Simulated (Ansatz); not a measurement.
The compound is KCrF3 (cubic perovskite) (Pm-3m).

The structure was built from a prototype and need not be the compound's stable phase.

```
K Cr F
1.0
     0.00000   -3.90089    0.00000
     0.00000    0.00000    3.90089
    -3.90089    0.00000    0.00000
K Cr F
1 1 3
Direct
  0.00000 0.00000 0.00000
  0.50000 0.50000 0.50000
  0.50000 0.50000 0.00000
  0.50000 0.00000 0.50000
  0.00000 0.50000 0.50000
```

The structure was relaxed with LDA. The structure type comes from a generator and need not be one that this composition takes. The structure was generated from a model, not taken from a measurement. The runs that relaxed it are not among those shown. The program's search for lower electronic states was switched off, so nothing shows that the state found is the lowest. PAW set soft_2, made with PBE.

A constrained-RPA run (Ansatz 0.2.0; non-magnetic LDA; Cr t2g + anion p, bands v11 to c1, 4×4×4 mesh, medium accuracy) builds 12 functions on bands 11 eV wide, with 22.0 electrons in the window. The bare on-site interaction is 19.7 eV and the bare J 0.74 eV.

Estimate U, U′ and J.

On the Cr t2g shell, U = 7.18 eV (36 % of the bare value), U′ = 6.02 eV, J = 0.54 eV.

The parent state is non-magnetic and the interaction static (zero frequency); U depends on the window and the orbitals, so it belongs to this model alone. A window that holds the anion p bands defines a model with explicit ligands; its U belongs to that model and is not the U of DFT+U.

[Paths, hosts, dates, memory and timing lines, banners, echoed tables and standing remarks are left out of the program output.]

[Logs are printed without paths, hosts, clocks, repeated set-up lines and the standing remarks that a program may print on its own settings, such as how far it seeks lower states.]

[Runs of the session that timed out or met a known fault of the program may be left out.]

[Hosts, paths, dates, database ids (printed as entryN), source tags and the programs' standing remarks are cut or masked in the printed files.]
